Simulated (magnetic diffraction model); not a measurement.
# TmTiSb2: what an assumed order does to the neutron pattern

Space group P4/nmm (no. 129, origin choice 1), a = 4.3240 Å, c = 9.7440 Å.

| site | atom | x | y | z |
| --- | --- | --- | --- | --- |
| 2c | Tm | 1/2 | 0 | 0.2571 |
| 2c | Sb | 1/2 | 0 | 0.6330 |
| 2a | Sb | 0 | 0 | 0 |
| 2b | Ti | 0 | 0 | 1/2 |

This is a made-up structure (elements placed in a structure type, unrelaxed), so the numbers test the method and describe no known phase.

Only Tm is taken to order (form factors of Tm3+); orders and moment sizes are assumed, and not adapted to the symmetry. Radiation: neutrons of λ = 4.2 Å, 5° to 100°; isotropic B of 0.12 Å² (Tm), 0.14 Å² (Sb) and 0.19 Å² (Ti). The intensities are simulated: I ∝ L Σ (|F_N|² + |F_M⊥|²) for unpolarised neutrons, with F_M = 2.695 fm/μB × Σ f(s) S exp(2πi Q·r) exp(−B s²) at Q = H ± k (one set where k and −k are equivalent), only the part normal to Q counting and L = 1/(sin²θ cos θ). For collinear order S is the moment m, which repeats by lattice and centring translations R with the sign exp(−2πi k·R). Form factors are spin-only for 3d ions and dipole or tabulated for f ions, scattering lengths are Sears's of 1992, and absorption is left out. A label names one of the reflections at its angle. The strongest nuclear line in the range is 100, and lines under 0.2 are left out.

Assume the order k = (0 0 0), collinear moments along [010], 3.3 μB on Tm; signs + at (1/2, 0, 0.2571), − at (0, 1/2, 0.7429).

Q: Where does magnetic intensity appear, and how strong is it?

| 2θ (°) | index | nuclear | magnetic |
| --- | --- | --- | --- |
| 24.89 | (0 0 1) | 28.8 | 90.8 |
| 51.07 | (0 0 2) | 9.5 | 0.2 |
| 58.11 | (1 0 0) | 0.0 | 18.5 |
| 64.19 | (1 0 1) | 7.6 | 0.1 |
| 80.56 | (0 0 3) | 34.5 | 10.9 |
| 80.98 | (1 0 2) | 15.9 | 31.6 |
| 86.76 | (1 1 0) | 34.0 | 0.0 |
| 92.08 | (1 1 1) | 100.0 | 20.6 |

The strongest magnetic line in the range is (0 0 1) at 24.89° (90.8). On top of the Lorentz factor, which all lines share, magnetic lines fade with angle because f falls: for Tm3+ it is 0.97, 0.87, 0.75 and 0.49 at sin θ/λ = 0.1, 0.2, 0.3 and 0.5 Å⁻¹, while nuclear lengths stay constant. The order has no net moment.
